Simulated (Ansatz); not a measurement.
**Resistivity from frozen vibrations: Mg(0001) with 2 thermally displaced layers, 2x2**

How much do lattice vibrations at 180 K scatter the electrons of Mg? Layers with random displacements are laid between perfect leads, and the resistance is followed against their length.

Main program and level: Ansatz 0.2.0; Ansatz plane-wave DFT, PBE, PAW files; ballistic transport by layer matching (Landauer), zero bias; PAW set soft_1.

## Step 1: The structure

The cell holds 48 atoms: 48 Mg. Cell: a = 6.419 Å, b = 6.419 Å, c = 31.262 Å, α = 90.0°, β = 90.0°, γ = 120.0°. It derives from Mg. Regions: lead, 40 atoms (40 Mg); scattering region, 8 atoms (8 Mg). The structure is stacked along c, and the current runs across the ab planes.

## Step 2: With 2 displaced layers

Each atom of 2 layers is moved at random, by amounts drawn from a normal law 0.0873 Å wide in each direction from the Debye model (400 K) at 180 K. The layers about the cell's end stay perfect and serve as the lead. Disorder leaves little or no symmetry, which makes such runs dear. Energies from -0.05 to 0.05 eV in steps of 0.05 eV are too few for the program's thermal sum, so it prints no conductance; for a metal the transmission near the Fermi level serves, at a fraction of the cost.

Input file input.yaml:

```yaml
crystal:
  lattice:
    - [6.41854, 0.0, 0.0]
    - [-3.20927, 5.5586186952, 0.0]
    - [0.0, 0.0, 31.26198]
  atoms:
    - { symbol: Mg, position: [0.1666666667, 0.3333333333, 0.0416666667] }
    - { symbol: Mg, position: [0.1666666667, 0.8333333333, 0.0416666667] }
    - { symbol: Mg, position: [0.6666666667, 0.3333333333, 0.0416666667] }
    - { symbol: Mg, position: [0.6666666667, 0.8333333333, 0.0416666667] }
    - { symbol: Mg, position: [0.3333333333, 0.1666666667, 0.125] }
    - { symbol: Mg, position: [0.3333333333, 0.6666666667, 0.125] }
    - { symbol: Mg, position: [0.8333333333, 0.1666666667, 0.125] }
    - { symbol: Mg, position: [0.8333333333, 0.6666666667, 0.125] }
    - { symbol: Mg, position: [0.1666666667, 0.3333333333, 0.2083333333] }
    - { symbol: Mg, position: [0.1666666667, 0.8333333333, 0.2083333333] }
    - { symbol: Mg, position: [0.6666666667, 0.3333333333, 0.2083333333] }
    - { symbol: Mg, position: [0.6666666667, 0.8333333333, 0.2083333333] }
    - { symbol: Mg, position: [0.3333333333, 0.1666666667, 0.2916666667] }
    - { symbol: Mg, position: [0.3333333333, 0.6666666667, 0.2916666667] }
    - { symbol: Mg, position: [0.8333333333, 0.1666666667, 0.2916666667] }
    - { symbol: Mg, position: [0.8333333333, 0.6666666667, 0.2916666667] }
    - { symbol: Mg, position: [0.1666666667, 0.3333333333, 0.375] }
    - { symbol: Mg, position: [0.1666666667, 0.8333333333, 0.375] }
    - { symbol: Mg, position: [0.6666666667, 0.3333333333, 0.375] }
    - { symbol: Mg, position: [0.6666666667, 0.8333333333, 0.375] }
    - { symbol: Mg, position: [0.3340058882, 0.1645923902, 0.4601213227] }
    - { symbol: Mg, position: [0.3305543052, 0.6582557243, 0.4593428668] }
    - { symbol: Mg, position: [0.8585006768, 0.1815374878, 0.4563685822] }
    - { symbol: Mg, position: [0.8112327486, 0.6568801718, 0.4584487109] }
    - { symbol: Mg, position: [0.1333329429, 0.329897923, 0.5381882208] }
    - { symbol: Mg, position: [0.1524363093, 0.8247875191, 0.5407835915] }
    - { symbol: Mg, position: [0.6804487011, 0.3497026095, 0.5413078121] }
    - { symbol: Mg, position: [0.6800256263, 0.8228886181, 0.542648044] }
    - { symbol: Mg, position: [0.3333333333, 0.1666666667, 0.625] }
    - { symbol: Mg, position: [0.3333333333, 0.6666666667, 0.625] }
    - { symbol: Mg, position: [0.8333333333, 0.1666666667, 0.625] }
    - { symbol: Mg, position: [0.8333333333, 0.6666666667, 0.625] }
    - { symbol: Mg, position: [0.1666666667, 0.3333333333, 0.7083333333] }
    - { symbol: Mg, position: [0.1666666667, 0.8333333333, 0.7083333333] }
    - { symbol: Mg, position: [0.6666666667, 0.3333333333, 0.7083333333] }
    - { symbol: Mg, position: [0.6666666667, 0.8333333333, 0.7083333333] }
    - { symbol: Mg, position: [0.3333333333, 0.1666666667, 0.7916666667] }
    - { symbol: Mg, position: [0.3333333333, 0.6666666667, 0.7916666667] }
    - { symbol: Mg, position: [0.8333333333, 0.1666666667, 0.7916666667] }
    - { symbol: Mg, position: [0.8333333333, 0.6666666667, 0.7916666667] }
    - { symbol: Mg, position: [0.1666666667, 0.3333333333, 0.875] }
    - { symbol: Mg, position: [0.1666666667, 0.8333333333, 0.875] }
    - { symbol: Mg, position: [0.6666666667, 0.3333333333, 0.875] }
    - { symbol: Mg, position: [0.6666666667, 0.8333333333, 0.875] }
    - { symbol: Mg, position: [0.3333333333, 0.1666666667, 0.9583333333] }
    - { symbol: Mg, position: [0.3333333333, 0.6666666667, 0.9583333333] }
    - { symbol: Mg, position: [0.8333333333, 0.1666666667, 0.9583333333] }
    - { symbol: Mg, position: [0.8333333333, 0.6666666667, 0.9583333333] }
kpoints:
  mp_grid: { grid: [4, 4, 1] }
hamiltonian:
  xc: pbe
  pseudopotentials: { kind: paw, azcp: { folder: soft_1 } }
scf:
  occupations: { method: fermi_dirac, width: 0.1 }
output:
  transmission: { leads: [[0, 8]], kmesh: [8, 8], e_range: [-0.05, 0.05], de: 0.05 }
  write_potential: true
  write_density: true
  volumetric_format: npy
  elf: true
```

Launch:

```bash
$ ansatz run input.yaml --threads 4 --pin off --max-ram 15360MiB --backend cpu --events-out ev --progress --plain --runs-dir out
```

Numbers of over 12 decimals in the logs are rounded to 6 here.

What it wrote:

```text
Engine: ansatz 0.2.0, aarch64-unknown-linux-gnu
Pseudopotentials: kind: paw
Pseudopotential: Mg, paw, valence charge 10, recommended cutoff 420 eV (normal), soft_1/Mg.paw.azcp
Functional definition: PBE
  parameter kappa = 0.804
  parameter beta = 0.066725
  exchange = pbe_x(kappa = kappa, mu = beta*pi^2/3)
  correlation = pbe_c(beta = beta)
Crystal: 48 atoms, lattice volume = 1115.372 Å³
Basis set: ecut = 420 eV, 21885 PW (Γ)
Bands: 288, of which v1, the nominal top of the filled ones, is band 240 counted from 1 (239 counted from 0)
Symmetry: 1 space group operations
Space group: P1 (ITA 1), of the structure as read, at distance tolerance 1.0e-4 Å
k-points: 10 of 16 (time reversal used)
Non-local potential: Mg, projectors of the file, l = 0: 3, l = 1: 2, l = 2: 1
PAW form: soft (Blöchl's): semilocal exchange-correlation on the pseudo side does not see the compensation charge
PAW one-centre angular grid: Mg, 110 points (default); XC on 64 Gauss nodes
Initial density: superposition of atomic densities (chi_scale 0.1, normalization cell)
Initial wavefunctions: pseudopotential atomic-orbital guess
Functional: x = pbe(κ = 0.804, μ = 0.219515), c = pbe(β = 0.066725)
SCF iter   1: F=—  HF=-92343.493594 eV  |F-HF|=—  |Δ(HF+E_count)|=         —  Δρ=1.32e-2  dr2=2.69e0  ethr=3.10e-3  ⟨swp⟩=10.5  Hψ=13659  notcnv=0  defer=6
preconditioner: auto → Kerker (q_TF=auto, 2.371 Å⁻¹)  [metal: Δε(μ)=0.117 eV  Ē_g=4.831 eV  σ=0.100 eV  W_gap=0.28  n_scr=268 (ndim 8)  ℏωp=10.9 eV  f_vac=0.000  D(μ)=14.09/eV (n_scr^D=68)]
SCF iter   2: F=—  HF=-92343.469099 eV  |F-HF|=—  |Δ(HF+E_count)|=   2.45e-2  Δρ=9.50e-3  dr2=1.42e0  ethr=5.60e-4  ⟨swp⟩=1.1  Hψ=3326  notcnv=0  defer=12
SCF iter   3: F=—  HF=-92343.206741 eV  |F-HF|=—  |Δ(HF+E_count)|=   2.62e-1  Δρ=1.76e-3  dr2=3.66e-2  ethr=2.95e-4  ⟨swp⟩=2.0  Hψ=3119  notcnv=0  defer=12
SCF iter   4: F=—  HF=-92343.203724 eV  |F-HF|=—  |Δ(HF+E_count)|=   3.02e-3  Δρ=1.60e-4  dr2=3.82e-4  ethr=7.62e-6  ⟨swp⟩=2.1  Hψ=4069  notcnv=0  defer=12
SCF iter   5: F=—  HF=-92343.203414 eV  |F-HF|=—  |Δ(HF+E_count)|=   3.09e-4  Δρ=5.97e-5  dr2=6.61e-5  ethr=7.95e-8  ⟨swp⟩=2.0  Hψ=5236  notcnv=0  defer=12
SCF iter   6: F=—  HF=-92343.203501 eV  |F-HF|=—  |Δ(HF+E_count)|=   8.65e-5  Δρ=2.39e-5  dr2=1.32e-5  ethr=1.38e-8  ⟨swp⟩=1.0  Hψ=2812  notcnv=0  defer=12
SCF iter   7: F=—  HF=-92343.203500 eV  |F-HF|=—  |Δ(HF+E_count)|=   5.80e-7  Δρ=3.50e-6  dr2=1.51e-7  ethr=2.74e-9  ⟨swp⟩=2.0  Hψ=3205  notcnv=0  defer=15
SCF iter   8: F=-92343.203500 eV  HF=-92343.203500 eV  |F-HF|=5.53e-9  |Δ(HF+E_count)|=   6.69e-8  Δρ=5.36e-7  dr2=9.41e-9  ethr=2.08e-11  ⟨swp⟩=10.3  Hψ=9264  notcnv=0
SCF 1 converged in 8 iterations: F = -92343.203500 eV  dr2 = 9.41e-9
  greatest PAW one-centre occupation: 1.000 electrons in one spin orbital (limit 2), on the Mg atom at site 24 (counted from 0), in its partial waves of l = 0
transmission: 161 of 1598 steps passed
transmission: 320 of 1598 steps passed
[...]
transmission: 1598 of 1598 steps passed
SCF converged after 8 iterations
Free energy (F): -92343.203500 eV
Harris-Foulkes:  -92343.203500 eV  (|F-HF|=5.53e-9)
Internal energy: -92342.731752 eV  (E = F + TS)
E sigma→0 (E₀):  -92342.967626 eV
Entropy (-TS):   -0.471749 eV (-9.828 meV/atom)
Fermi energy:    5.546970 eV
--- Per-component energies (eV) ---
  E_band       = -17229.686804
  E_kinetic    = 3314.433236
  E_local      = -82550.659580  (includes V_loc(G=0)·N_el)
  E_nonlocal   = 9384.169122
  E_hartree    = 28173.666818
  E_xc         = -1242.052147
  E_vxc        = -1601.963067  (∫ρ·V_xc dr)
  E_paw        = -14466.273119  (= ΣΔE_a)
  E_vpaw       = -2122.995039  (= ΣTr[D̂ρ^β])
  E_aug_tail   = -0.007043  (compensation charges beyond the density's cutoff)
  E_ewald      = -34956.009038
  E_smearing   = -0.471749  (= −TS)
  E_closure    = -0.000000  (closes the sum)
  Σ components = -92343.203500   (vs F -92343.203500, Δ=0.00e0)
--- Band table (eV; the first three rows and the last of 10) ---
  k-point 0: bands = [... 236 lower, 4.4215, 4.4246, 4.4329, 4.4383, 4.4502, 5.0470, 5.0531, 5.0626, ... 44 higher]
  k-point 1: bands = [... 236 lower, 4.9232, 4.9378, 4.9549, 4.9652, 5.5801, 5.5988, 5.6054, 5.6100, ... 44 higher]
  k-point 2: bands = [... 236 lower, 5.7235, 5.7279, 5.7523, 5.7594, 6.4903, 6.5216, 6.7788, 6.8178, ... 44 higher]
  k-point 9: bands = [... 236 lower, 5.7283, 5.7368, 5.7507, 5.7518, 6.4954, 6.5144, 6.7843, 6.8132, ... 44 higher]
--- Transmission ---
  basis      : 313 plane waves across, 47 finite elements along
  points     : 34, standing for a mesh of 8 x 8
  energies   : 3 from -0.050000 to 0.050000 eV about the Fermi level, 0.050000 eV apart; the leads are filled to 0.000000 eV, and channels, transmission and decay are at 0.000000 eV
  crystal 0  : Mg8, at the sites [0, 8], period 5.2103 Å, over 26.05 Å; its Hamiltonian steps by up to 4.5 meV
    offset         : up to 0.0000 Å between an atom of the period and one for which it stands
    channels       : 3.765625e0 a spin
    conductance    : none, the energies end too early or step too widely for 300 K: set another output.transmission.e_range or a lower de, or, where they end at an eighth of basis.ecutwfc, a higher one
  junction   : crystal 0 to crystal 0, 0.70 to 26.75 Å
    transmission   : 3.719294e0 a spin
    conductance    : none, the energies end too early or step too widely for 300 K: set another output.transmission.e_range or a lower de, or, where they end at an eighth of basis.ecutwfc, a higher one
```

Elapsed: 11 min, on 4 threads of Arm Neoverse V1, shared host; peak memory 6 GiB.

This step gave:

- free energy: -92343.2035 eV
- energy at zero smearing: -92342.9676 eV
- Fermi energy: 5.547 eV
- cell area: 35.68 Å²
- transmission per spin nearest the Fermi level: 3.719
- open channels per spin nearest the Fermi level: 3.766
- step of the lead's potential: 4.5 meV

Per spin. The transmission, zone mean by energy, zero at the Fermi level:

| energy (eV) | transmission, zone mean |
| --- | --- |
| -0.0500 | 3.72 |
| 0.0000 | 3.72 |
| 0.0500 | 3.60 |

Per spin. The open channels, zone mean, lead by energy, zero at the Fermi level:

| energy (eV) | open channels, zone mean, lead |
| --- | --- |
| -0.0500 | 3.77 |
| 0.0000 | 3.77 |
| 0.0500 | 3.67 |

Transmission over k1 and k2. At 0.0000 eV from the Fermi level.

Values, 8 rows by 8 columns:
```
3.93 3.95 3.00 3.00 3.94 3.93 3.96 3.96
3.00 3.00 1.99 2.99 2.00 3.00 3.00 3.92
3.85 3.00 2.99 6.90 6.90 2.99 3.00 3.87
3.97 3.95 1.99 6.92 6.96 6.92 1.99 3.95
3.85 3.87 3.00 2.99 6.90 6.90 2.99 3.00
3.00 3.92 3.00 3.00 2.00 2.99 1.99 3.00
3.93 3.96 3.96 3.93 3.94 3.00 3.00 3.95
3.98 3.84 2.99 3.82 3.98 3.82 2.99 3.84
```
Columns: k1 (b1) from -0.5 to 0.375; rows upwards: k2 (b2) from -0.5 to 0.375.

Open channels over k1 and k2. At 0.0000 eV from the Fermi level.

Values, 8 rows by 8 columns:
```
4.00 4.00 3.00 3.00 4.00 4.00 4.00 4.00
3.00 3.00 2.00 3.00 2.00 3.00 3.00 4.00
4.00 3.00 3.00 7.00 7.00 3.00 3.00 4.00
4.00 4.00 2.00 7.00 7.00 7.00 2.00 4.00
4.00 4.00 3.00 3.00 7.00 7.00 3.00 3.00
3.00 4.00 3.00 3.00 2.00 3.00 2.00 3.00
4.00 4.00 4.00 4.00 4.00 3.00 3.00 4.00
4.00 4.00 3.00 4.00 4.00 4.00 3.00 4.00
```
Columns: k1 (b1) from -0.5 to 0.375; rows upwards: k2 (b2) from -0.5 to 0.375.

ELF in the ca plane at fractional y = 0.165, with atoms of Mg within 0.2 Å of it. It is the smooth field of the valence electrons, not physical close to the nuclei.

Ten even steps from '0' (0.06) to '9' (0.70), each cell a mean:
```
75100015776557861021037742257740000157755577
73033302788999840333207888888721333037889988
71131311789999840412206899999612313127999998
72033302789999850233116889998611333037899988
75101004776567762000046766677740110157765677
66532246652113666433566532235664223566421246
67777777630001466777766420014677777775200025
67766677641002566655666520025677666776300025
76310136764225665200147754356763101467532357
74013203788778761022116887777630231047877787
72132311789999850332304888888611323027899998
72131311789999850322304888887512313127999998
73023203788778761133105888877620332047887888
76200025764335664100147764566651000367643467
67655567641002567655677521125666556676310036
67777777630001577777877400014667777775200025
66543356641013675212477410015665334676410146
```
Columns run along c (16.0 Å, from fractional 0.24 to 0.76 of the cell), rows up along a (6.4 Å). Atoms in or near the plane, at fractional coordinates: Mg at (0.29, 0.33), Mg at (0.29, 0.83), Mg at (0.46, 0.33), Mg at (0.46, 0.86), Mg at (0.62, 0.33), Mg at (0.62, 0.83).

Valence density in the ca plane at fractional y = 0.165, with atoms of Mg within 0.2 Å of it. It is the smooth field of the valence electrons, not physical close to the nuclei.

Ten steps, logarithmic in the rise over the least value, from '0' (0 e/Å³) to '9' (24 e/Å³), each cell a mean:
```
00001100000000000132000000000000110000000000
00157610000000000587300000000002675100000000
00289830000000001698400000000003897200000000
00168610000000000466200000000002786100000000
00013200000000000011000000000000231000000000
00000000000000000000000000000000000000000000
00000000000000000000000000000000000000000000
00000000000000000000000000000000000000000000
00000000000000000000000000000000000000000000
00035300000000000145200000000000453000000000
00279720000000000489600000000003896100000000
00279820000000000599600000000003897200000000
00046400000000000255200000000001563000000000
00000000000000000000000000000000000000000000
00000000000000000000000000000000000000000000
00000000000000000000000000000000000000000000
00000000000000000000000000000000000000000000
```
Columns run along c (16.0 Å, from fractional 0.24 to 0.76 of the cell), rows up along a (6.4 Å). Atoms in or near the plane, at fractional coordinates: Mg at (0.29, 0.33), Mg at (0.29, 0.83), Mg at (0.46, 0.33), Mg at (0.46, 0.86), Mg at (0.62, 0.33), Mg at (0.62, 0.83).

Electrostatic potential energy in the ca plane at fractional y = 0.165, with atoms of Mg within 0.2 Å of it. With pseudopotentials it is smooth inside the atoms' cores, unlike the true potential.

Values in eV, 9 rows by 16 columns, each cell a mean:
```
  4 -26  -3   6   6   5 -29 -13   5   4   6 -10 -20   5   6   6
  1 -59 -15   7   7   4 -46 -24   7   7   6 -30 -47   5   7   7
  5 -12   1   6   4   6  -3   1   7   5   6  -3  -8   6   4   6
  7   6   7   4   0   6   6   7   6   1   6   6   6   6   0   4
  6  -3   4   5   3   6  -1   1   6   4   6   2  -1   6   3   5
  2 -52 -12   7   7   5 -37 -31   6   7   6 -26 -42   5   7   7
  3 -40  -7   7   6   6 -27 -22   6   7   7 -18 -31   5   6   7
  6   2   5   4   2   6   3   4   5   3   6   4   3   6   2   4
  7   5   6   4   1   6   4   5   4  -1   6   6   5   6   1   4
```
Columns run along c (16.0 Å, from fractional 0.24 to 0.76 of the cell; values clipped at the 3rd and 97th percentile), rows up along a (6.4 Å). Atoms in or near the plane, at fractional coordinates: Mg at (0.29, 0.33), Mg at (0.29, 0.83), Mg at (0.46, 0.33), Mg at (0.46, 0.86), Mg at (0.62, 0.33), Mg at (0.62, 0.83).

Over the solved energies the transmission per spin lies between 3.60 and 3.72, out of 3.73 channels of the lead on average (up to 3.77).

[end of part 1 of 2]

[Logs are printed without paths, hosts, clocks, repeated set-up lines and the standing remarks that a program may print on its own settings, such as how far it seeks lower states.]

[Hosts, paths, dates, database ids (printed as entryN), source tags and the programs' standing remarks are cut or masked in the printed files.]
